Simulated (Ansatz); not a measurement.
# From spin parameters to the magnetic ion

A crystal has the composition MBrO, where M is a 3d element. A calculation (PBE+U, spin-orbit coupling in second variation, Ansatz) gives:

* S: 3/2
* g, averaged over the cell's ions: 1.9854, 1.9884, 1.9912
* D, with anisotropic exchange: -0.399 cm⁻¹ (-11.9 GHz)
* E: -0.0749 cm⁻¹ (-2.24 GHz)
* moment in its sphere: 2.49 μB

**Question.** Which ion is it, and why?

The crystal is CrBrO, space group Pmmn. The spin sits on Cr, with 4 O + 2 Br at 1.98 to 2.44 Å round it. With the usual charges of the other elements M must be +3. High-spin ions of that charge with S = 3/2 are d3 and d7, Cr and Ni; the sign of the g shift picks Cr³⁺ d³. Low-spin ions are left aside. The shift is negative: in a shell less than half full the orbital moment opposes the spin.

[Hosts, paths, dates, database ids (printed as entryN), source tags and the programs' standing remarks are cut or masked in the printed files.]
